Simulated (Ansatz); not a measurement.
An input for Ansatz 0.2.0 (CdF2 (Fm-3m)):

```yaml
crystal:
  lattice:
    - [0.0, 2.694, 2.694]
    - [2.694, 0.0, 2.694]
    - [2.694, 2.694, 0.0]
  atoms:
    - { symbol: Cd, position: [0.0, 0.0, 0.0] }
    - { symbol: F, position: [0.25, 0.25, 0.25] }
    - { symbol: F, position: [0.75, 0.75, 0.75] }
kpoints:
  mp_grid: { grid: [6, 6, 6] }
hamiltonian:
  xc: pbe
  hubbard:
    projectors: ortho-atomic
    sites: [{ species: Cd, l: d, u_eff: 6.0 }]
  pseudopotentials: { kind: paw, azcp: { folder: soft_1 } }
scf:
  occupations: { method: fixed }
gw:
  n_empty_bands: 163
  ecut_chi: 150.0
  qp_bands: [v2, c2]
  qp_kpoints: band_edges
  screening: { model: contour_deformation }
```

```sh
ansatz run input.yaml --threads 2 --pin off --max-ram 92160MiB --backend cuda --events-out ev --progress --plain --runs-dir out --devices 1 --max-vram 13GiB
```

How long will it take on 1 × NVIDIA H100 80GB HBM3 (shared by 6 runs) with 2 threads of AMD EPYC 7R13 (Zen 3), shared host, and how much memory?

It took 19 s; on shared hardware allow 9.7 s to 39 s. Peak host memory was 1.1 GiB. The sizes that set the cost: 749 plane waves a state, 16 irreducible k points, 180 bands summed, 169 plane waves in the screening and 8 SCF cycles.

The screening grows as filled bands × empty bands × pairs of k points, times the square of the screening basis for the matrix.

[Paths, hosts, dates, memory and timing lines, banners, echoed tables and standing remarks are left out of the program output.]

[Logs are printed without paths, hosts, clocks, repeated set-up lines and the standing remarks that a program may print on its own settings, such as how far it seeks lower states.]

[Runs of the session that timed out or met a known fault of the program may be left out.]

[Cells called generated may have been cut or substituted from an entry of the Crystallography Open Database or the Materials Project.]

[Hosts, paths, dates, database ids (printed as entryN), source tags and the programs' standing remarks are cut or masked in the printed files.]
